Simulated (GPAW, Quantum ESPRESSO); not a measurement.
# Near-edge structure at the O K edge of HfO2 (Fm-3m)

Do two independent programs agree on the O K edge of HfO2 (Fm-3m)? The same cell and functional are run with XSpectra and with GPAW.

Main program and level: Quantum ESPRESSO 7.5; core-hole supercells, plane-wave PAW PBE, without spin-orbit coupling (first program; GPAW 26.7.0 follows as the second).

### Step 1. The structure

Symmetry: Fm-3m, No. 225, cubic system. Conventional cell: a = 5.115 Å, b = 5.115 Å, c = 5.115 Å, α = 90.00°, β = 90.00°, γ = 90.00°. Hf has 8 O at 2.21 Å nearest. Nearest to O lie 4 Hf at 2.21 Å. Farther neighbours and most contacts between anions are not listed.

### Step 2. The field without a hole (Quantum ESPRESSO)

The ground state comes first: it tells whether the system has a gap, which decides how the excited electron is treated.

scf.in reads:

```
&control
   calculation='scf', prefix='x', pseudo_dir='../pp', outdir='tmp', tprnfor=.true.
/
&system
   ibrav=0, nat=3, ntyp=3, nbnd=16
   ecutwfc=50, ecutrho=360
   occupations='smearing', smearing='mv', degauss=0.015
/
&electrons
   conv_thr=3.0e-08, electron_maxstep=120
   mixing_beta=0.5
/
ATOMIC_SPECIES
Hf 1.0 Hf.pbe-spn-kjpaw.UPF
O3 1.0 O.pbe-n-kjpaw.UPF
O 1.0 O.pbe-n-kjpaw.UPF
CELL_PARAMETERS angstrom
  0.00000000 2.55750000 2.55750000
  2.55750000 0.00000000 2.55750000
  2.55750000 2.55750000 0.00000000
ATOMIC_POSITIONS crystal
Hf   0.00000000 0.00000000 0.00000000
O3   0.75000000 0.75000000 0.75000000
O    0.25000000 0.25000000 0.25000000
K_POINTS automatic
9 9 9 0 0 0
```

Hf.pbe-spn-kjpaw.ld1.in reads:

```
&input
   title='Hf', zed=72., rel=1, iswitch=3, dft='PBE',
   config='[Xe] 4f14 6s2 6p0 5d2'
/
&inputp
   file_pseudopw='Hf.pbe-spn-kjpaw.UPF', author='',
   lpaw=.true.,
   pseudotype=3,
   lloc=-1,
   rcloc=1.7,
   which_augfun='PSQ',
   rmatch_augfun_nc=.true.,
   nlcc=.true.,
   new_core_ps=.true.,
   rcore=1.2,
   tm=.true.,
   lgipaw_reconstruction=.true., use_paw_as_gipaw=.true.
/
6
5S  1  0  2.00  0.00  1.00  1.30  0.0
6S  2  0  2.00  0.00  1.00  1.30  0.0
5P  2  1  6.00  0.00  1.10  1.30  0.0
6P  3  1  0.00 -2.20  1.10  1.30  0.0
5D  3  2  2.00  0.00  1.50  1.60  0.0
5D  3  2  0.00  0.05  1.50  1.60  0.0
```

O.pbe-n-kjpaw.ld1.in reads:

```
&input
   title='O', zed=8., rel=1, iswitch=3, dft='PBE',
   config='[He] 2s2 2p4'
/
&inputp
   file_pseudopw='O.pbe-n-kjpaw.UPF', author='',
   lpaw=.true.,
   pseudotype=3,
   lloc=-1,
   rcloc=1.1,
   which_augfun='PSQ',
   rmatch_augfun_nc=.true.,
   nlcc=.true.,
   new_core_ps=.true.,
   rcore=0.7,
   tm=.true.,
   lgipaw_reconstruction=.true., use_paw_as_gipaw=.true.
/
4
2S  1  0  2.00  0.00  1.00  1.30  0.0
2S  1  0  0.00  1.00  1.00  1.30  0.0
2P  2  1  4.00  0.00  0.90  1.35  0.0
2P  2  1  0.00  0.05  0.90  1.35  0.0
```

Launch:

```console
$ OMP_NUM_THREADS=1 mpirun --oversubscribe --bind-to none -np 4 pw.x -nk 4 -in scf.in > scf.out
```

The log of the run:

```text
     [... banner and references ...]
using ibrav=0 with symmetry is DISCOURAGED, use correct ibrav instead

     G-vector sticks info
     --------------------

     Using Slab Decomposition

     bravais-lattice index     =            0
     lattice parameter (alat)  =       6.8349  a.u.
     unit-cell volume          =     225.7738 (a.u.)^3
     number of atoms/cell      =            3
     number of atomic types    =            3
     number of electrons       =        24.00
     number of Kohn-Sham states=           16
     kinetic-energy cutoff     =      50.0000  Ry
     charge density cutoff     =     360.0000  Ry
     scf convergence threshold =      3.0E-08
     mixing beta               =       0.5000
     number of iterations used =            8  plain     mixing
     Exchange-correlation= SLA  PW   PBX  PBC
                           (   1   4   3   4   0   0   0)

     celldm(1)=   6.834858  celldm(2)=   0.000000  celldm(3)=   0.000000
     celldm(4)=   0.000000  celldm(5)=   0.000000  celldm(6)=   0.000000

     crystal axes: (cart. coord. in units of alat)
               a(1) = (   0.000000   0.707107   0.707107 )
               a(2) = (   0.707107   0.000000   0.707107 )
               a(3) = (   0.707107   0.707107   0.000000 )

     reciprocal axes: (cart. coord. in units 2 pi/alat)
               b(1) = ( -0.707107  0.707107  0.707107 )
               b(2) = (  0.707107 -0.707107  0.707107 )
               b(3) = (  0.707107  0.707107 -0.707107 )

     PseudoPot. #1 for Hf:     Pseudo is Projector augmented-wave + core cor, Zval = 12.0

     ../pp/O.pbe-n-kjpaw.UPF
     Pseudo is Projector augmented-wave + core cor, Zval =  6.0
     Shape of augmentation charge: PSQ
     Using radial grid of 1095 points,  4 beta functions with:
                l(1) =   0
                l(2) =   0
                l(3) =   1
                l(4) =   1
     Q(r) pseudized with 0 coefficients

     ../pp/O.pbe-n-kjpaw.UPF
     Pseudo is Projector augmented-wave + core cor, Zval =  6.0
     Shape of augmentation charge: PSQ
     Using radial grid of 1095 points,  4 beta functions with:
                l(1) =   0
                l(2) =   0
                l(3) =   1
                l(4) =   1
     Q(r) pseudized with 0 coefficients

     atomic species   valence    mass     pseudopotential
     Hf               12.00     1.00000     Hf( 1.00)
     O3                6.00     1.00000     O ( 1.00)
     O                 6.00     1.00000     O ( 1.00)

     24 Sym. Ops. (no inversion) found

   Cartesian axes

     site n.     atom                  positions (alat units)
         1        Hf     tau(   1) = (   0.0000000   0.0000000   0.0000000  )
         2        O3     tau(   2) = (   1.0606602   1.0606602   1.0606602  )
         3        O      tau(   3) = (   0.3535534   0.3535534   0.3535534  )

     number of k points=    35  Marzari-Vanderbilt smearing, width (Ry)=  0.0150
                       cart. coord. in units 2pi/alat
        k(    1) = (   0.0000000   0.0000000   0.0000000), wk =   0.0027435
        k(    2) = (   0.0785674   0.0785674  -0.0785674), wk =   0.0219479
        k(    3) = (   0.1571348   0.1571348  -0.1571348), wk =   0.0219479
        k(    4) = (   0.2357023   0.2357023  -0.2357023), wk =   0.0219479
        k(    5) = (   0.3142697   0.3142697  -0.3142697), wk =   0.0219479
[...]
k(   33) = (  -0.0785674  -0.5499719   0.7071068), wk =   0.0658436
        k(   34) = (  -0.0000000  -0.4714045   0.6285394), wk =   0.0658436
        k(   35) = (  -0.0785674  -0.3928371   0.7071068), wk =   0.0658436

     Dense  grid:    26133 G-vectors     FFT dimensions: (  45,  45,  45)

     Smooth grid:    10849 G-vectors     FFT dimensions: (  32,  32,  32)

     Initial potential from superposition of free atoms

     starting charge      23.9981, renormalised to      24.0000
[...]
estimated scf accuracy    <       0.04599347 Ry

     iteration #  4     ecut=    50.00 Ry     beta= 0.50
     Davidson diagonalization with overlap
     ethr =  1.92E-04,  avg # of iterations =  5.9

     total energy              =    -780.00013758 Ry
     estimated scf accuracy    <       0.29637260 Ry

     iteration #  5     ecut=    50.00 Ry     beta= 0.50
     Davidson diagonalization with overlap
     ethr =  1.92E-04,  avg # of iterations =  4.8

     total energy              =    -780.04078356 Ry
     estimated scf accuracy    <       0.00473016 Ry

[...]
total energy              =    -780.04269790 Ry
[...]
iteration # 10     ecut=    50.00 Ry     beta= 0.50
     Davidson diagonalization with overlap
     ethr =  6.24E-08,  avg # of iterations =  6.3

     total energy              =    -780.04273528 Ry
     estimated scf accuracy    <       0.00000063 Ry

     iteration # 11     ecut=    50.00 Ry     beta= 0.50
     Davidson diagonalization with overlap
     ethr =  2.61E-09,  avg # of iterations =  5.8

     total energy              =    -780.04273587 Ry
     estimated scf accuracy    <       0.00000005 Ry

     iteration # 12     ecut=    50.00 Ry     beta= 0.50
     Davidson diagonalization with overlap
     ethr =  2.29E-10,  avg # of iterations =  2.7

     End of self-consistent calculation

          k = 0.0000 0.0000 0.0000 (  1363 PWs)   bands (ev):

   -49.3312 -17.7801 -17.7801 -17.7801  -6.6241  -3.7756   6.7618   6.7618
     6.7618  11.2740  11.2740  11.2740  15.8153  15.8153  17.5683  22.0730

          k = 0.0786 0.0786-0.0786 (  1363 PWs)   bands (ev):

   -49.3298 -17.8278 -17.7855 -17.7855  -6.4697  -3.8989   6.8764   6.8764
     7.0706  10.9128  11.0612  11.0612  16.0327  16.0327  18.0677  21.5241

          k = 0.1571 0.1571-0.1571 (  1351 PWs)   bands (ev):

   -49.3263 -17.9455 -17.7986 -17.7986  -6.0809  -4.1750   7.1746   7.1746
[...]
k = 0.2357 0.2357-0.2357 (  1356 PWs)   bands (ev):

[...]
k = 0.3143 0.3143-0.3143 (  1356 PWs)   bands (ev):

[...]
k = 0.1571 0.0000-0.0000 (  1355 PWs)   bands (ev):

[...]
k =-0.2357-0.3928 0.3928 (  1352 PWs)   bands (ev):

[...]
k =-0.1571-0.3143 0.3143 (  1351 PWs)   bands (ev):

[...]
k =-0.0786-0.2357 0.2357 (  1352 PWs)   bands (ev):

[...]
k =-0.0000-0.1571 0.1571 (  1361 PWs)   bands (ev):

[...]
k =-0.1571-0.4714 0.4714 (  1352 PWs)   bands (ev):

[...]
k = 0.3143 0.1571-0.0000 (  1351 PWs)   bands (ev):

[...]
k = 0.3928 0.2357-0.0786 (  1349 PWs)   bands (ev):

[...]
k = 0.4714 0.1571-0.0000 (  1354 PWs)   bands (ev):

[...]
k =-0.0786-0.5500 0.7071 (  1343 PWs)   bands (ev):

[...]
k =-0.0000-0.4714 0.6285 (  1340 PWs)   bands (ev):

[...]
8.8949   9.8219  10.5941  11.6298  16.3272  17.2235  18.6187  19.2309

          k =-0.0786-0.3928 0.7071 (  1349 PWs)   bands (ev):

   -49.3157 -18.0688 -18.0100 -17.8852  -4.7980  -4.7927   6.7186   7.1586
     9.1517   9.5694  10.6518  11.5075  16.6068  17.0280  18.8258  19.0062

     the Fermi energy is    14.6781 ev

!    total energy              =    -780.04273587 Ry
     total all-electron energy =    -30458.498699 Ry
     estimated scf accuracy    <       0.00000002 Ry
     smearing contrib. (-TS)   =      -0.00000000 Ry
     internal energy E=F+TS    =    -780.04273587 Ry

     The total energy is F=E-TS. E is the sum of the following terms:
     one-electron contribution =     -23.94108288 Ry
     hartree contribution      =      28.25442195 Ry
     xc contribution           =     -56.51358007 Ry
     ewald contribution        =    -134.46672623 Ry
     one-center paw contrib.   =    -593.37576864 Ry

     convergence has been achieved in  12 iterations

     Forces acting on atoms (cartesian axes, Ry/au):

     atom    1 type  1   force =     0.00000000   -0.00000000   -0.00000000
     atom    2 type  2   force =     0.00000000    0.00000000    0.00000000
     atom    3 type  3   force =     0.00000000    0.00000000    0.00000000

     Total force =     0.000000     Total SCF correction =     0.000000

     XML data file, charge density, pseudopotentials, collected wavefunctions

=------------------------------------------------------------------------------=
   JOB DONE.
=------------------------------------------------------------------------------=
```

Wall time 6.2 s (4 MPI ranks of Arm Neoverse V2, shared host); peak memory 0.08 GiB.

Absorbing atoms carry a label of their own (element plus a letter or digit), as the spectrum program needs them as separate species.

The mesh shows a gap of 3.97 eV, so the hole is first treated in a charged cell, without the excited electron.

### Step 3. Spectrum without a core hole, O atom 2 (Quantum ESPRESSO)

This cheap baseline ignores the attraction of the hole: it shows the absorber's empty states as they are in the ground state.

The absorber has 4 Hf at 2.21 Å (tetrahedral, site symmetry -43m).

xspectra.in reads:

```
&input_xspectra
   calculation='xanes_dipole', edge='K'
   prefix='x', outdir='tmp', xiabs=2, xe0=13.7822
   xonly_plot=.false., x_save_file='xanes.sav'
   xniter=3000, xcheck_conv=20, xerror=0.005
   xcoordcrys=.false., xepsilon(1)=1, xepsilon(2)=0, xepsilon(3)=0
/
&plot
   xnepoint=413, xemin=-10, xemax=45, terminator=.true., cut_occ_states=.true.
   xgamma=0.4
/
&pseudos
   filecore='../O.wfc'
/
&cut_occ
   cut_desmooth=0.1, cut_stepl=0.05, cut_stepu=0.05, cut_ierror=1e-5
/
8 8 8 0 0 0
```

Launch:

```console
$ OMP_NUM_THREADS=1 mpirun --oversubscribe --bind-to none -np 4 xspectra.x -nk 4 -in xspectra.in > xspectra.out
```

The log of the run:

```text
     [... banner and references ...]
Reading input_file

     calculation: xanes_dipole

     xepsilon  [cartesian coordinates]:   1.000000   0.000000   0.000000

     xonly_plot: FALSE
        => complete calculation: Lanczos + spectrum plot

     filecore (core-wavefunction file): ../O.wfc

     main plot parameters:
        cut_occ_states: TRUE
        gamma_mode:  constant
        -> using xgamma [eV]:  0.40
        xemin [eV]: -10.00
        xemax [eV]:  45.00
        xnepoint:  413
        xe0 [eV]:  13.782200 (energy zero read in input file)

[...]
Results of STEP 1 successfully written in x_save_file
     x_save_file name:
     ->  xanes.sav
     x_save_file version:  2

     ... End STEP 1 ...

     ... Begin STEP 2 ...

     The spectrum is calculated using the following parameters:
        xe0 [eV]:   13.7822
        the occupied states are elimintate from the spectrum
        xemin [eV]: -10.00
        xemax [eV]:  45.00
        xnepoint:  413
        constant broadening parameter [eV]:    0.400
        Core level energy [eV]:  -543.1
         (from electron binding energy of neutral atoms in X-ray data booklet)

     Cross-section successfully written in xanes.dat

     ... End STEP 2 ...

                                END JOB XSpectra
```

The job ended after 18 s (4 MPI ranks; peak memory 0.09 GiB; 70 s of CPU time).

The O K spectrum, O atom 2, no core hole (energy from the lowest empty level; intensity scaled to a mean of 1 over the first 20 eV; the points at xe0, where the cut of filled states can leave a spike, are interpolated):

```csv
E (eV),intensity
-2.00,0.06
-1.25,0.10
-0.50,0.21
0.25,0.75
1.00,1.04
1.75,0.43
2.50,0.42
3.25,0.93
4.00,1.58
4.75,2.31
5.50,2.04
6.25,1.38
7.00,1.03
7.75,0.81
8.50,1.24
9.25,1.36
10.00,0.89
10.75,0.57
11.50,0.90
12.25,1.06
13.00,1.15
13.75,0.96
14.50,0.80
15.25,0.80
16.00,0.87
16.75,0.82
17.50,0.72
18.25,0.64
19.00,0.59
19.75,0.65
20.50,0.81
21.25,0.85
22.00,1.29
22.75,1.19
23.50,0.85
24.25,0.71
25.00,0.52
25.75,0.47
26.50,0.55
27.25,0.38
28.00,0.38
28.75,0.46
29.50,0.69
30.25,0.77
31.00,0.64
31.75,0.43
```

Main maxima below 24 eV (height): 0.7 eV (1.23), 5.0 eV (2.33), 9.0 eV (1.43), 12.7 eV (1.22), 16.2 eV (0.91) and 22.2 eV (1.35). A K edge sees empty p states; the first features are O p mixed into the empty d states of the Hf neighbours, and the broad ones above probably into the cations' higher empty bands.

### Step 4. Another broadening

The final state's lifetime shortens with energy, so measured features broaden above the edge; the saved Lanczos coefficients are redrawn with a width that grows.

xspectra_plot.in reads:

```
&input_xspectra
   calculation='xanes_dipole', edge='K'
   prefix='x', outdir='tmp', xiabs=2, xe0=13.7822
   xonly_plot=.true., x_save_file='xanes.sav'
   xniter=3000, xcheck_conv=20, xerror=0.005
   xcoordcrys=.false., xepsilon(1)=1, xepsilon(2)=0, xepsilon(3)=0
/
&plot
   xnepoint=413, xemin=-10, xemax=45, terminator=.true., cut_occ_states=.true.
   gamma_mode='variable', gamma_energy(1)=4, gamma_energy(2)=25, gamma_value(1)=0.3, gamma_value(2)=2.5
/
&pseudos
   filecore='../O.wfc'
/
&cut_occ
   cut_desmooth=0.1, cut_stepl=0.05, cut_stepu=0.05, cut_ierror=1e-5
/
8 8 8 0 0 0
```

Launch:

```console
$ OMP_NUM_THREADS=1 xspectra.x -in xspectra_plot.in > xspectra_plot.out
```

The log of the run:

```text
     [... banner and references ...]
Reading input_file
     -------------------------------------------------------------------------

     calculation: xanes_dipole

     xonly_plot: TRUE
        => only the spectrum plot

     main plot parameters:
        cut_occ_states: TRUE
        gamma_mode:  variable
        -> first, constant up to point ( 4.00, 0.30) [eV]
        -> then, linear up to point (25.00, 2.50) [eV]
        -> finally, constant up to xemax
        xemin [eV]: -10.00
        xemax [eV]:  45.00
        xnepoint:  413
[...]
xemin [eV]: -10.00
        xemax [eV]:  45.00
        xnepoint:  413
        energy-dependent broadening parameter:
         -> first, constant up to point ( 4.00, 0.30) [eV]
         -> then, linear up to point (25.00, 2.50) [eV]
         -> finally, constant up to xemax
        Core level energy [eV]:  -543.1
         (from electron binding energy of neutral atoms in X-ray data booklet)

     Cross-section successfully written in xanes.dat

     -------------------------------------------------------------------------
                                END JOB XSpectra
     -------------------------------------------------------------------------
[key lines of the parts left out:]
Fermi level [eV]:  11.7969
```

It took 4.3 s on 1 MPI rank; peak memory 0.06 GiB.

With a Lorentzian half width 0.3 eV up to 4 eV, rising linearly to 2.5 eV at 25 eV (counted from xe0, 2.0 eV below the zero used here), the maxima are 0.7 eV (1.47), 4.8 eV (2.12), 8.8 eV (1.16), 12.6 eV (0.96) and 21.9 eV (0.82).

### Step 5. Reference energy of the supercell (Quantum ESPRESSO)

The photon energy needs a difference of total energies, so the cell and mesh of the coming hole run are first run without a hole.

scf.in reads:

```
&control
   calculation='scf', prefix='x', pseudo_dir='../pp', outdir='tmp', tprnfor=.true.
/
&system
   ibrav=0, nat=18, ntyp=2, nbnd=76
   ecutwfc=50, ecutrho=360
   occupations='fixed'
/
&electrons
   conv_thr=1.8e-07, electron_maxstep=120
   mixing_beta=0.5
/
ATOMIC_SPECIES
Hf 1.0 Hf.pbe-spn-kjpaw.UPF
O 1.0 O.pbe-n-kjpaw.UPF
CELL_PARAMETERS angstrom
  2.55750000 5.11500000 -2.55750000
  5.11500000 -2.55750000 2.55750000
  2.55750000 -5.11500000 -2.55750000
ATOMIC_POSITIONS crystal
Hf   0.00000000 0.00000000 0.00000000
Hf   0.50000000 0.00000000 0.50000000
Hf   0.00000000 0.33333333 0.33333333
Hf   0.50000000 0.66666667 0.16666667
Hf   0.50000000 0.33333333 0.83333333
Hf   0.00000000 0.66666667 0.66666667
O    0.37500000 0.00000000 0.12500000
O    0.87500000 0.00000000 0.62500000
O    0.37500000 0.33333333 0.45833333
O    0.87500000 0.66666667 0.29166667
O    0.87500000 0.33333333 0.95833333
O    0.37500000 0.66666667 0.79166667
O    0.12500000 0.33333333 0.70833333
O    0.62500000 0.33333333 0.20833333
O    0.12500000 0.66666667 0.04166667
O    0.62500000 0.00000000 0.87500000
O    0.62500000 0.66666667 0.54166667
O    0.12500000 0.00000000 0.37500000
K_POINTS automatic
3 4 4 0 0 0
```

Launch:

```console
$ OMP_NUM_THREADS=1 mpirun --oversubscribe --bind-to none -np 4 pw.x -nk 4 -in scf.in > scf.out
```

The log of the run:

```text
     [... banner and references ...]
[banner, memory and clock lines left out]
Found identity + (  0.5000 -0.0000  0.5000) symmetry
     This is a supercell, fractional translations are disabled
     using ibrav=0 with symmetry is DISCOURAGED, use correct ibrav instead

     G-vector sticks info

     bravais-lattice index     =            0
     lattice parameter (alat)  =      11.8383  a.u.
     unit-cell volume          =    1354.6427 (a.u.)^3
     number of atoms/cell      =           18
[...]
atom    2 type  1   force =    -0.00000000    0.00000000   -0.00000000
     atom    3 type  1   force =    -0.00000070    0.00000000   -0.00000070
[...]
atom   17 type  2   force =    -0.00000245    0.00000029    0.00000122
     atom   18 type  2   force =     0.00000053   -0.00000040   -0.00000053

     Total force =     0.000011     Total SCF correction =     0.000035
     SCF correction compared to forces is large: reduce conv_thr to get better values

     XML data file, charge density, pseudopotentials, collected wavefunctions
[key lines of the parts left out:]
!    total energy              =   -4680.25642067 Ry
convergence has been achieved in  14 iterations
```

It took 3.1 min on 4 MPI ranks; peak memory 0.34 GiB; 13 min of CPU time.

Reference energy: -2486453.918 eV with the cores included.

(Part 1 of 6 ends here.)

[Banner, clock and machine lines of the logs are left out without a mark of their own.]

[Logs are printed without paths, hosts, clocks, repeated set-up lines and the standing remarks that a program may print on its own settings, such as how far it seeks lower states.]

[Hosts, paths, dates, database ids (printed as entryN), source tags and the programs' standing remarks are cut or masked in the printed files.]

[Lists of maxima count a maximum above −3 eV only where it reaches 4 % of the highest in the window and stands out from its surroundings by 2 % of it (1.5 % where it reaches 55 %); shoulders and weaker maxima are passed over, and of the rest the first, up to two pre-edge ones and the few strongest are named.]
